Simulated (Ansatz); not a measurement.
## RbPdCl3 (Pm-3m): how robust is the cRPA U?

Wanted: the sensitivity and cost of U and J for RbPdCl3 (Pm-3m).

Calculated with Ansatz 0.2.0; constrained RPA on LDA, plane waves, PAW.

Report form: the programs' logs are mostly left out.

## Step 1: Set-up

It takes space group Pm-3m (No. 221, cubic). The conventional cell has a = 4.948 Å, b = 4.948 Å, c = 4.948 Å, α = 90.00°, β = 90.00°, γ = 90.00°. Nearest to Rb lie 12 Cl at 3.50 Å. Nearest to Pd lie 6 Cl at 2.47 Å. Cl has 2 Pd at 2.47 Å and 4 Rb at 3.50 Å nearest. Farther neighbours and most contacts between anions are not listed.

Coordinates:

```cif
data_structure
_symmetry_space_group_name_H-M 'Pm-3m'
_symmetry_Int_Tables_number 221
_cell_length_a 4.9477
_cell_length_b 4.9477
_cell_length_c 4.9477
_cell_angle_alpha 90.000
_cell_angle_beta 90.000
_cell_angle_gamma 90.000
_cell_volume 121.12
loop_
_atom_site_label
_atom_site_type_symbol
_atom_site_symmetry_multiplicity
_atom_site_Wyckoff_symbol
_atom_site_fract_x
_atom_site_fract_y
_atom_site_fract_z
_atom_site_occupancy
Rb1 Rb 1 a 0.00000 0.00000 0.00000 1
Pd1 Pd 1 b 0.50000 0.50000 0.50000 1
Cl1 Cl 3 c 0.00000 0.50000 0.50000 1
```

The cell and positions are those that the Materials Project relaxed with its own functionals (PBE, PBE+U or r2SCAN), kept fixed. The default PAW set here is soft_2. Its files were made with PBE.

## Step 2: Base: Pd d + anion p, bands v13 to c1, 4×4×4 mesh, medium accuracy

Constrained RPA screens the interaction with every transition except those inside the target bands, which a later many-body model would treat itself.

Contents of input.yaml:

```yaml
crystal:
  lattice:
    - [-4.94767089, 0.0, 0.0]
    - [0.0, 0.0, -4.94767089]
    - [0.0, -4.94767089, 0.0]
  atoms:
    - { symbol: Rb, position: [0.0, 0.0, 0.0] }
    - { symbol: Pd, position: [0.5, 0.5, 0.5] }
    - { symbol: Cl, position: [0.0, 0.5, 0.5] }
    - { symbol: Cl, position: [0.5, 0.0, 0.5] }
    - { symbol: Cl, position: [0.5, 0.5, 0.0] }
kpoints:
  mp_grid: { grid: [8, 8, 8] }
hamiltonian:
  xc: lda
scf:
  occupations: { method: gaussian, width: 0.08 }
  n_extra_bands: 19
  max_iter: 150
output:
  crpa:
    kmesh: [4, 4, 4]
    target_bands: [v13, c1]
    projections: [{ species: Pd, l: d, shell: 4 }, { species: Cl, l: p, shell: 3 }]
  local_orbitals:
    kmesh: [8, 8, 8]
    orbitals: [{ species: Pd, l: d, shell: 4 }, { species: Cl, l: p, shell: 3 }]
    window: { bands: [v13, c1] }
    seedname: lo
```

Started as:

```sh
$ ansatz run input.yaml --threads 4 --pin off --max-ram 9216MiB --backend cpu --events-out ev --progress --plain --runs-dir out
```

The job ended after 8 min (4 threads of Arm Neoverse V2, shared host; peak memory 0.99 GiB).

This step gave:

```
U                                                 : 6.736 eV
U prime (inter-orbital)                           : 5.698 eV
J                                                 : 0.5145 eV
bare V                                            : 17.67 eV
bare J                                            : 0.6689 eV
stated bound on U                                 : 0.006685 eV
U over bare V                                     : 0.3813
electrons in the window                           : 26.00
head of the constrained inverse dielectric matrix : 0.3589
least eigenvalue of the projection's overlap      : 0.8499
target functions                                  : 14
bands in the sums                                 : 50
r.m.s. miss of the model bands                    : 4.22e-5 eV
width of the target bands                         : 8.146 eV
weight of the projected orbitals in the window    : 0.9728
```

On the Pd d shell, screening brings the on-site interaction from 17.7 eV down to U = 6.74 eV.

## Step 3: Changed: 2×2×2 mesh

input.yaml, the sections that differ from step 2:

```yaml
output:
  crpa:
    kmesh: [2, 2, 2]
    target_bands: [v13, c1]
    projections: [{ species: Pd, l: d, shell: 4 }, { species: Cl, l: p, shell: 3 }]
# crystal, kpoints, hamiltonian, scf: as in step 2
```

Wall time 34 s (4 threads); peak memory 0.81 GiB.

This step gave:

- U: 6.876 eV
- U prime (inter-orbital): 5.835 eV
- J: 0.5159 eV
- bare V: 17.73 eV
- bare J: 0.6700 eV
- stated bound on U: 0.009576 eV
- U over bare V: 0.3877
- electrons in the window: 26.00
- head of the constrained inverse dielectric matrix: 0.3468
- least eigenvalue of the projection's overlap: 0.8499
- target functions: 14
- bands in the sums: 50
- width of the target bands: 8.146 eV
- weight of the projected orbitals in the window: 0.9728

On the Pd d shell, screening brings the on-site interaction from 17.7 eV down to U = 6.88 eV.

## Step 4: Changed: accuracy low

Changes to input.yaml since step 3:

```diff
@@ -21,4 +21,5 @@
   crpa:
-    kmesh: [2, 2, 2]
+    kmesh: [4, 4, 4]
     target_bands: [v13, c1]
     projections: [{ species: Pd, l: d, shell: 4 }, { species: Cl, l: p, shell: 3 }]
+    accuracy: low
```

It took 4 min on 4 threads; peak memory 0.89 GiB.

This step gave:

```yaml
u: 6.713 eV
u_prime_inter_orbital: 5.677 eV
j: 0.5134 eV
bare_v: 17.67 eV
bare_j: 0.6689 eV
stated_bound_on_u: 0.1759 eV
u_over_bare_v: 0.3800
electrons_in_the_window: 26.00
head_of_the_constrained_inverse_dielectric_matrix: 0.3589
least_eigenvalue_of_the_projection_s_overlap: 0.8499
target_functions: 14
bands_in_the_sums: 50
width_of_the_target_bands: 8.146 eV
weight_of_the_projected_orbitals_in_the_window: 0.9728
```

On the Pd d shell, screening brings the on-site interaction from 17.7 eV down to U = 6.71 eV.

## Step 5: Changed: sums over states on smooth products

Changes to input.yaml since step 4:

```diff
@@ -24,2 +24,5 @@
     projections: [{ species: Pd, l: d, shell: 4 }, { species: Cl, l: p, shell: 3 }]
-    accuracy: low
+    accuracy: sum_over_states
+    pair_densities: pseudo
+    n_empty_bands: 48
+    ecut_chi: 136
```

The job ended after 20 s (4 threads; peak memory 0.69 GiB; 76 s of CPU time).

This variant gives U = 7.26 eV against 6.74 eV. It is a finite sum over empty states with no bound on its error and stays out of the table below.

## Step 6: Changed: orbitals of another atom

Changes to input.yaml since step 5:

```diff
@@ -23,6 +23,2 @@
     target_bands: [v13, c1]
-    projections: [{ species: Pd, l: d, shell: 4 }, { species: Cl, l: p, shell: 3 }]
-    accuracy: sum_over_states
-    pair_densities: pseudo
-    n_empty_bands: 48
-    ecut_chi: 136
+    projections: [{ species: Cl, l: p }]
```

Run time: 0.1 s. Hardware: 4 threads; peak memory 0.091 GiB.

The input was rejected at the start.

The program's message: “Error: invalid value for `output.crpa.projections`: 9 orbital(s) selected but the target window spans 14 band(s); name one orbital per band of it”

The fault put into this input: trial orbitals that do not match the target bands.

## Step 7: Changed: volume +3 %

The cell differs from the one that the last finished run ended in (a 4.948 → 4.997 Å, b 4.948 → 4.997 Å, c 4.948 → 4.997 Å).

Changes to input.yaml since step 6:

```diff
@@ -2,5 +2,5 @@
   lattice:
-    - [-4.94767089, 0.0, 0.0]
-    - [0.0, 0.0, -4.94767089]
-    - [0.0, -4.94767089, 0.0]
+    - [-4.9966609166, 0.0, 0.0]
+    - [0.0, 0.0, -4.9966609166]
+    - [0.0, -4.9966609166, 0.0]
   atoms:
@@ -23,2 +23,7 @@
     target_bands: [v13, c1]
-    projections: [{ species: Cl, l: p }]
+    projections: [{ species: Pd, l: d, shell: 4 }, { species: Cl, l: p, shell: 3 }]
+  local_orbitals:
+    kmesh: [8, 8, 8]
+    orbitals: [{ species: Pd, l: d, shell: 4 }, { species: Cl, l: p, shell: 3 }]
+    window: { bands: [v13, c1] }
+    seedname: lo
```

Run time: 8.2 min. Hardware: 4 threads; peak memory 0.98 GiB.

Numbers from this step:

* U: 6.798 eV
* U prime (inter-orbital): 5.758 eV
* J: 0.5158 eV
* bare V: 17.69 eV
* bare J: 0.6703 eV
* stated bound on U: 0.006776 eV
* U over bare V: 0.3843
* electrons in the window: 26.00
* head of the constrained inverse dielectric matrix: 0.3640
* least eigenvalue of the projection's overlap: 0.8536
* target functions: 14
* bands in the sums: 50
* r.m.s. miss of the model bands: 3.31e-5 eV
* width of the target bands: 7.835 eV
* weight of the projected orbitals in the window: 0.9741

On the Pd d shell, screening brings the on-site interaction from 17.7 eV down to U = 6.80 eV.

## Step 8: Changed: r2SCAN

This step: constrained RPA on r2SCAN, plane waves, PAW.

Contents of input.yaml:

```yaml
crystal:
  lattice:
    - [-4.94767089, 0.0, 0.0]
    - [0.0, 0.0, -4.94767089]
    - [0.0, -4.94767089, 0.0]
  atoms:
    - { symbol: Rb, position: [0.0, 0.0, 0.0] }
    - { symbol: Pd, position: [0.5, 0.5, 0.5] }
    - { symbol: Cl, position: [0.0, 0.5, 0.5] }
    - { symbol: Cl, position: [0.5, 0.0, 0.5] }
    - { symbol: Cl, position: [0.5, 0.5, 0.0] }
kpoints:
  mp_grid: { grid: [8, 8, 8] }
hamiltonian:
  xc: r2scan
scf:
  occupations: { method: gaussian, width: 0.08 }
  n_extra_bands: 19
  max_iter: 150
output:
  crpa:
    kmesh: [4, 4, 4]
    target_bands: [v13, c1]
    projections: [{ species: Pd, l: d, shell: 4 }, { species: Cl, l: p, shell: 3 }]
```

It took 11 min on 4 threads; peak memory 1.3 GiB; 41 min of CPU time.

Numbers from this step:

```yaml
u: 7.387 eV
u_prime_inter_orbital: 6.322 eV
j: 0.5301 eV
bare_v: 17.92 eV
bare_j: 0.6831 eV
stated_bound_on_u: 0.007551 eV
u_over_bare_v: 0.4122
electrons_in_the_window: 26.00
head_of_the_constrained_inverse_dielectric_matrix: 0.3982
least_eigenvalue_of_the_projection_s_overlap: 0.8722
target_functions: 14
bands_in_the_sums: 50
width_of_the_target_bands: 8.323 eV
weight_of_the_projected_orbitals_in_the_window: 0.9759
```

On the Pd d shell, screening brings the on-site interaction from 17.9 eV down to U = 7.39 eV.

## Step 9: Side by side

Times are wall times on 4 threads of Arm Neoverse V2, shared host, good to a factor of about two.

```csv
run,bare V (eV),U (eV),J (eV),bound on U (eV),width (eV),time
target window,17.67,6.736,0.515,0.0067,8.15,8 min
2×2×2 mesh,17.73,6.876,0.516,0.0096,8.15,34 s
accuracy low,17.67,6.713,0.513,0.1759,8.15,4 min
volume +3 %,17.69,6.798,0.516,0.0068,7.83,8.2 min
r2SCAN,17.92,7.387,0.530,0.0076,8.32,11 min
```

## Step 10: Outcome

| Item | Value |
| --- | --- |
| target window | U 6.74 eV, J 0.51 eV |
| 2×2×2 mesh | U 6.88 eV, J 0.52 eV |
| accuracy low | U 6.71 eV, J 0.51 eV |
| volume +3 % | U 6.80 eV, J 0.52 eV |
| r2SCAN | U 7.39 eV, J 0.53 eV |

2×2×2 mesh moves U by +0.14 eV at 0.070 times the time. Accuracy low moves U by −0.02 eV (within the solver's bounds, for the mean over orbitals) at 0.50 times the time. Volume +3 % moves U by +0.06 eV. r2SCAN moves U by +0.65 eV. The printed bound covers the solver alone, not the mesh, and no denser mesh than the base was run. The parent state is non-magnetic and the interaction static (zero frequency); U depends on the window and the orbitals, so it belongs to this model alone. A window that holds the anion p bands defines a model with explicit ligands; its U belongs to that model and is not the U of DFT+U.

[Paths, hosts, dates, memory and timing lines, banners, echoed tables and standing remarks are left out of the program output.]

[Logs are printed without paths, hosts, clocks, repeated set-up lines and the standing remarks that a program may print on its own settings, such as how far it seeks lower states.]

[Runs of the session that timed out or met a known fault of the program may be left out.]

[Hosts, paths, dates, database ids (printed as entryN), source tags and the programs' standing remarks are cut or masked in the printed files.]
